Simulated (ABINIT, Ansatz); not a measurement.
# Y2CN2O2 (P-3m1): G0W0 on several meshes in ABINIT, part 2 of 2

Wanted: mesh dependence and cost of G0W0 for Y2CN2O2 (P-3m1).

ABINIT 10.8.3; LDA and many-body steps on it, plane waves. Known limits of the many-body steps: not at the basis limit; no spin-orbit coupling; coarse k mesh.

So far. Step 4 (3×3×1): The gap on the mesh goes from 3.73 eV to 5.19 eV, a correction of +1.47 eV. Step 5 (Empty states on the mesh, 3×3×2 mesh, 96 bands): On this mesh the gap is 3.727 eV.

## (7) 3×3×2

This step: G0W0 on LDA, plane waves, norm-conserving pseudopotentials.

Input file run.abi:

```
acell 3*1.0 Angstrom
rprim 
  3.698989096613 -0.000000000003 0.000000000000
  -1.849494548304 3.203418525990 0.000000000000
  0.000000000000 0.000000000000 8.168855210000
ntypat 4
znucl 39 6 7 8
natom 7
typat 1 1 2 3 3 4 4
xred 
  0.333333333333 0.666666666667 0.677519680000
  0.666666666667 0.333333333333 0.322480320000
  0.000000000000 0.000000000000 0.000000000000
  0.000000000000 0.000000000000 0.150149940000
  0.000000000000 0.000000000000 0.849850060000
  0.333333333333 0.666666666667 0.396659330000
  0.666666666667 0.333333333333 0.603340670000
pp_dirpath "pseudos"
pseudos "Y.upf, C.upf, N.upf, O.upf"
ecut 37
ngkpt 3 3 2
nshiftk 1
shiftk 0 0 0
kptopt 1
chksymbreak 0
istwfk *1
occopt 1
irdwfk 1
optdriver 4
nband 88
gwcalctyp 0
ecutsigx 37
symsigma 1
nkptgw 1
kptgw 
  0.0000000000 0.0000000000 0.0000000000
bdgw 
  23 26
ecuteps 4.2
irdscr 1
ppmodel 1
indata_prefix "in"
outdata_prefix "out"
tmpdata_prefix "tmp"
```

Command:

```console
OMP_NUM_THREADS=1 mpirun -n 4 abinit run.abi > log
```

Numbers of over 12 decimals in the logs are rounded to 6 here.

Output:

```text
.Version 10.8.3 of ABINIT. v10.8.2 released Aug 2026.

 Symmetries : space group P-3 m 1 (#164); Bravais hP (primitive hexag.)
[... echo of the input left out ...]
== DATASET  1 ==================================================================
-   mpi_nproc: 4, omp_nthreads: 1 (-1 if OMP is not activated)

--- !DatasetInfo
iteration_state: {dtset: 1, }
dimensions: {natom: 7, nkpt: 6, mband: 88, nsppol: 1, nspinor: 1, nspden: 1, mpw: 7075, }
cutoff_energies: {ecut:  37.0, pawecutdg:  -1.0, }
electrons: {nelect:   4.80000000E+01, charge:   0.00000000E+00, occopt:   1.00000000E+00, tsmear:   1.00000000E-02, }

 SIGMA: Calculation of the GW corrections

 Based on a program developped by R.W. Godby, V. Olevano, G. Onida, and L. Reining.
 Incorporated in ABINIT by V. Olevano, G.-M. Rignanese, and M. Torrent.
.Using double precision arithmetic ; gwpc =  8

[... cell and pseudopotentials left out ...]
--------------------------------------------------------------------------------

 ==== K-mesh for the wavefunctions ====
 Number of points in the irreducible wedge :     6
[... list of points left out ...]
 Together with 12 symmetry operations and time-reversal symmetry
 yields    18 points in the full Brillouin Zone.

 ==== Q-mesh for screening function ====
 Number of points in the irreducible wedge :     6
[... list of points left out ...]
 Together with 12 symmetry operations and time-reversal symmetry
 yields    18 points in the full Brillouin Zone.

 vcoul_init : cutoff-mode = AUXILIARY_FUNCTION
 q-points for optical limit:   1
     1)      0.000010    0.000020    0.000030
 setmesh: FFT mesh size selected  =    36x   36x   90
          total number of points  =       116640

 Number of electrons calculated from density =   48.0000; Expected =   48.0000
[...]
number of k-points in IBZ                           6
 number of q-points in IBZ                           6
 number of symmetry operations                      12
 number of k-points in BZ                           18
 number of q-points in BZ                           18
 number of frequencies for dSigma/dE                 9
 frequency step for dSigma/dE [eV]                0.25
 number of omega for Sigma on real axis              0
 max omega for Sigma on real axis  [eV]           0.00
 zcut for avoiding poles [eV]                     0.10

 EPSILON^-1 parameters (SCR file):
 dimension of the eps^-1 matrix on file            273
 dimension of the eps^-1 matrix used               273
 number of plane-waves for wavefunctions          7075
 number of bands                                    88
 number of q-points in IBZ                           6
 number of frequencies                               2
 number of real frequencies                          1
 number of imag frequencies                          1

 matrix elements of self-energy operator (all in [eV])

 Perturbative Calculation

--- !SelfEnergy_ee
iteration_state: {dtset: 1, }
kpoint     : [   0.000,    0.000,    0.000, ]
spin       : 1
KS_gap     :    3.727
QP_gap     :    5.062
Delta_QP_KS:    1.334
data: !SigmaeeData |
     Band     E0 <VxcDFT>   SigX SigC(E0)      Z dSigC/dE  Sig(E)    E-E0       E
       23   4.449 -17.008 -20.188   3.099   0.805  -0.243 -17.073  -0.065   4.384
       24   4.449 -17.008 -20.188   3.099   0.805  -0.243 -17.073  -0.065   4.384
       25   8.176  -9.148  -4.419  -3.257   0.862  -0.160  -7.879   1.269   9.445
       26   9.661 -10.762  -5.590  -3.482   0.848  -0.179  -9.328   1.434  11.095

== END DATASET(S) ==============================================================
================================================================================

 -outvars: echo values of variables after computation  --------
           etotal      0.0000000000E+00
            nband          88
             nkpt           6
          spgroup         164
 [... the other variables as echoed above ...]

 Calculation completed.
```

Elapsed: 6.9 s, on 4 MPI ranks of Intel Xeon Platinum 8488C (Sapphire Rapids), shared host; peak memory 0.9 GiB.

Numbers from this step:

```yaml
g0w0_gap_on_the_points_computed: 5.061 eV
starting_gap_on_the_mesh: 3.727 eV
k_of_the_valence_top: 0, 0, 0
k_of_the_conduction_bottom: 0, 0, 0
z_at_the_valence_top: 0.805
z_at_the_conduction_bottom: 0.862
least_direct_g0w0_gap_on_the_computed_points: 5.061 eV
```

Against G0W0 in ABINIT (3×3×1 mesh, 88 bands, screening to 114.3 eV, Godby-Needs plasmon pole), the gap moves by −0.133 eV.

## (8) Side by side

Times are wall times on 4 MPI ranks of Intel Xeon Platinum 8488C (Sapphire Rapids), shared host, good to a factor of about two. A run's time includes the screening step that it read.

```
  run   mesh  bands  screening cutoff (eV)  DFT gap (eV)  gap on the mesh (eV)  direct (eV)  ε∞ used  time
3×3×1  3×3×1     88                  114.3         3.727                 5.194        5.194     3.83  18 s
3×3×2  3×3×2     88                  114.3         3.727                 5.061        5.061     3.75  39 s
```

## (9) Results

| Item | Value |
| --- | --- |
| 3×3×1 | 5.194 eV |
| 3×3×2 | 5.061 eV |
| known limits | not at the basis limit; no spin-orbit coupling; coarse k mesh |

3×3×2: −0.133 eV against 3×3×1. Bands and cutoff are finite, so the gap is not at the basis limit. The miss can reach some tenths of an eV and take either sign; the mesh is an error of its own. In the first G0W0 run levels were corrected at 1 k point alone, so a gap called «on the mesh» is the least over those, and an edge elsewhere would be missed. The 3×3×1 mesh is coarse for this cell, which bears on the long-range parts of exchange and screening. The many-body steps are scalar-relativistic: spin-orbit coupling is not in them.

[Paths, hosts, dates, memory and timing lines, banners, echoed tables and standing remarks are left out of the program output.]

[Logs are printed without paths, hosts, clocks, repeated set-up lines and the standing remarks that a program may print on its own settings, such as how far it seeks lower states.]

[Runs of the session that timed out or met a known fault of the program may be left out.]

[No measured gap is set beside runs whose start may be inverted or whose files or cutoffs have a known fault.]

[Hosts, paths, dates, database ids (printed as entryN), source tags and the programs' standing remarks are cut or masked in the printed files.]

[G0W0 gaps are taken among the corrected bands and points alone; a level outside them can change the order at an edge.]

[Where Ansatz stands beside ABINIT at settings called matched, ABINIT's density can come from a denser mesh and the files from another edition; pairs whose starting gaps differed by over 0.03 eV were left out, so agreement reads better than it is.]
